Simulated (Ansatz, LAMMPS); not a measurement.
# Static equation of state of amorphous 81SiO2-19TiO2 (mol %) (96 atoms)

Density of this cell: 2.27 g/cm³. The cell holds 96 atoms: 26 Si, 6 Ti and 64 O. Its edges and angles: a = 11.404 Å, b = 11.655 Å, c = 11.253 Å, α = 85.6°, β = 88.9°, γ = 91.3°. The starting structure: 96 atoms (26 Si, 6 Ti, 64 O) placed at random at 2.42 g/cm³, melted at 5000 K for 10 ps at fixed volume with the Morse and Coulomb pair potential with partial charges (Pedone, Malavasi, Menziani, Cormack and Segre, J. Phys. Chem. B 110, 11780 (2006)). Quenched from 5000 K to 300 K at 50 K/ps and fixed volume, held 5 ps, then minimised at fixed cell.

Calculated with Ansatz 0.2.0: Kohn-Sham DFT, PBE, PAW (set soft_2), plane waves; cutoff 420 eV, Γ point, fermi-dirac smearing of 0.025 eV. Cell and atoms were relaxed first, to V0 = 15.527 Å³ an atom at a residual P0 = 0.008 GPa. The cell was then scaled evenly, and the atoms were relaxed at each volume.

```
volume (Å³/atom)  pressure (GPa)
          13.975               ?
          14.596           2.444
          15.061           1.259
          15.993          -1.250
          16.459          -2.546
```

**Question.** Fit the third-order Birch–Murnaghan equation to the rows given and extrapolate to the withheld row.

Worked fit:

Take the Eulerian strain f = ½[(V0/V)^(2/3) − 1] and the normalised pressure F = (P − P0) / [3f(1 + 2f)^(5/2)]. The third-order Birch–Murnaghan equation is then the line F = B0 + (3/2)B0(B′ − 4) f, so u = f and v = F.

```
      u = f  v = F (GPa)
  0.0210565      34.7881
  0.0102569      38.6524
-0.00975654      45.1481
 -0.0190504      49.2533
```

With n = 4: mean u = 6.2661e-4, mean v = 41.9605, Σ(u − ū)² = 0.0010051, Σ(u − ū)(v − v̄) = -0.35499. Slope b = -0.35499 / 0.0010051 = -353.18; intercept a = v̄ − b ū = 42.182.

So B0 = a = 42.2 GPa and B′ = 4 + 2b/(3a) = -1.58. At the withheld volume f = 0.03638, F = a + b f = 29.33 GPa, and P = P0 + 3f(1 + 2f)^(5/2) F.

Prediction at 13.975: 3.824 GPa. The run gave 4.050 GPa, so the fit is low by 0.23 GPa (5.6 % of the value).

Among the rows given, the largest miss of the fit is at 16.459, by 0.018 GPa (0.27 % of the range of the table).

Limits: Static cells at zero temperature; the cell shape is held. The program notes that the SCF threshold of these relaxations is loose for the stress. The quench rate of 50 K/ps is many orders above laboratory rates, so the cell is likely richer in defects and strain than a real sample. The network of bonds at the start is that of the classical potential that made the cell, and needn't be the one that DFT or experiment would give. Only the Γ point is sampled, in a cell whose shortest periodic width is 11 Å.

[Logs are printed without paths, hosts, clocks, repeated set-up lines and the standing remarks that a program may print on its own settings, such as how far it seeks lower states.]

[Hosts, paths, dates, database ids (printed as entryN), source tags and the programs' standing remarks are cut or masked in the printed files.]
